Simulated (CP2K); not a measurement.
Consider 3-cyanopyridine at its PBE geometry (Å).

```xyz
12

N     3.5061    0.4391   -0.0805
C     2.3536    0.2577   -0.0507
C     0.9439    0.0265   -0.0180
C     0.0313    1.0950    0.0097
C    -1.3284    0.8011    0.0378
C    -1.7292   -0.5386    0.0338
N    -0.8700   -1.5746    0.0063
C     0.4372   -1.2900   -0.0178
H     0.3907    2.1229    0.0065
H    -2.0714    1.5971    0.0607
H    -2.7896   -0.7992    0.0534
H     1.1258   -2.1371   -0.0412
```

Method: CP2K XAS_TDP, all-electron GAPW, PBEh(45%), aug-cc-pVDZ, TDA, GW2X-corrected core level, no relativity.

**Question.** Where do the N K-edge lines lie, and how strong are they?

Leading lines: N1 400.47 eV and N7 399.66 eV. The leading line of an atom is its first one with 35 % of the strongest within 2.5 eV of its lowest line over the strength cut. Core ionisation energies at this level: N1 406.32 and N7 406.22 eV.

The first six lines of each atom with a strength over 0.0015:

| atom | energy (eV) | states | strength, one atom | above the computed threshold |
| --- | --- | --- | --- | --- |
| N1 (bonded to C) | 400.47 | 1 | 0.0457 |  |
|  | 400.93 | 1 | 0.0557 |  |
|  | 405.12 | 1 | 0.0086 |  |
|  | 406.87 | 1 | 0.0081 | yes |
|  | 407.31 | 1 | 0.0019 | yes |
|  | 408.29 | 1 | 0.0015 | yes |
| N7 (bonded to 2 C) | 399.66 | 1 | 0.0510 |  |
|  | 405.32 | 1 | 0.0019 |  |
|  | 405.49 | 1 | 0.0029 |  |
|  | 405.54 | 1 | 0.0059 |  |
|  | 406.16 | 1 | 0.0024 |  |
|  | 407.32 | 1 | 0.0032 | yes |

Lines are vertical, at one geometry, with no vibrational structure. GW2X ionisation energies and lines can be off by 1 to 2 eV either way, and a good line position may hide errors that cancel. These values hold no scalar relativity, about 0.2 eV for N 1s. Rydberg lines, and the discretised continuum above threshold, depend on the basis and the box.

[Banner, clock and machine lines of the logs are left out without a mark of their own.]

[Logs are printed without paths, hosts, clocks, repeated set-up lines and the standing remarks that a program may print on its own settings, such as how far it seeks lower states.]

[Hosts, paths, dates, database ids (printed as entryN), source tags and the programs' standing remarks are cut or masked in the printed files.]
